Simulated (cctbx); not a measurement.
# What is wrong with this refinement?

Cell a = 13.2030 Å, b = 13.2030 Å, c = 13.2030 Å, α = 90.00°, β = 90.00°, γ = 90.00°; space group Fm-3c (no. 226). The compound is LiCd13.

The data are simulated with cctbx, not measured: Ga Kα, λ = 1.3414 Å, to d = 0.8 Å, 70 % of the full sphere, strongest reflection 5000 counts, noise from counting, a 2 % proportional error and a noise floor of 2 counts (s.d.); no absorption, and some extinction, which the refinements don't model.

An anisotropic refinement with weights 1/σ² prints:

```text
Rint 0.041, 119 unique reflections to 0.80 A
cycle     R1     wR2    GooF  max shift (A)
   1  0.0238  0.0442   3.019   0.00005
   2  0.0135  0.0261   1.786   0.00000
final R1 0.0135 wR2 0.0261 GooF 1.786  parameters 8  data/parameter 14.9
atom        x        y        z      Ueq    occ   su(xyz)  su(Uiso or U11)
Cd1    0.00000  0.00000  0.00000   0.0071  1.000  0.00000  0.0003
Sb1    0.00000  0.81951  0.87923   0.0104  1.000  0.00003  0.0002
Li1    0.75000  0.75000  0.75000   0.0154  1.000  0.00000  0.0078
difference map: max 1.98 min -0.77 rms 0.21
Q1    0.0000  0.0000  0.0000    8    2.01  0.00 A from Cd1
Q2    0.0787  0.2500  0.2500   48    0.71  2.20 A from Sb1
Q3    0.0000  0.1564  0.1773   96    0.61  0.81 A from Sb1
Q4    0.0678  0.0678  0.0678   64    0.49  1.55 A from Cd1
Q5    0.0466  0.0836  0.2812  192    0.47  0.94 A from Sb1
Q6    0.0387  0.1324  0.1647  192    0.46  1.00 A from Sb1
```

Q: Accept it or mend it, and why?

Mend it. The fault: wrong element: Sb1 is Cd. Against the right model at the same level, R1 goes from 0.0080 to 0.0135 and GooF from 1.03 to 1.79, U of Cd1 shrinks from 0.0101 to 0.0071 Å² and the top difference peak, 2.0 e/Å³, lies on Cd1. Sb1 has 3 electrons too many and its U swells to shed them, as expected.

The compound is LiCd13. The right model at the same level gives:

```text
Rint 0.041, 119 unique reflections to 0.80 A
cycle     R1     wR2    GooF  max shift (A)
   1  0.0080  0.0152   1.038   0.00003
   2  0.0080  0.0151   1.032   0.00000
final R1 0.0080 wR2 0.0151 GooF 1.032  parameters 8  data/parameter 14.9
atom        x        y        z      Ueq    occ   su(xyz)  su(Uiso or U11)
Cd1    0.00000  0.00000  0.00000   0.0101  1.000  0.00000  0.0002
Cd2    0.00000  0.81951  0.87923   0.0095  1.000  0.00002  0.0001
Li1    0.75000  0.75000  0.75000   0.0211  1.000  0.00000  0.0047
difference map: max 0.54 min -0.54 rms 0.11
Q1    0.0825  0.2500  0.2500   48    0.54  2.21 A from Li1
Q2    0.0000  0.1545  0.1747   96    0.34  0.79 A from Cd2
Q3    0.0944  0.0944  0.0944   64    0.33  1.72 A from Cd2
Q4    0.0539  0.1687  0.2550  192    0.26  1.28 A from Cd2
Q5    0.0433  0.1218  0.1635  192    0.25  1.12 A from Cd2
Q6    0.1478  0.1478  0.2500   96    0.24  1.91 A from Li1
```

This is a model crystal, built by substitution and not relaxed, with assumed displacement parameters.

[Middle refinement cycles are left out of these outputs.]

[Logs are printed without paths, hosts, clocks, repeated set-up lines and the standing remarks that a program may print on its own settings, such as how far it seeks lower states.]
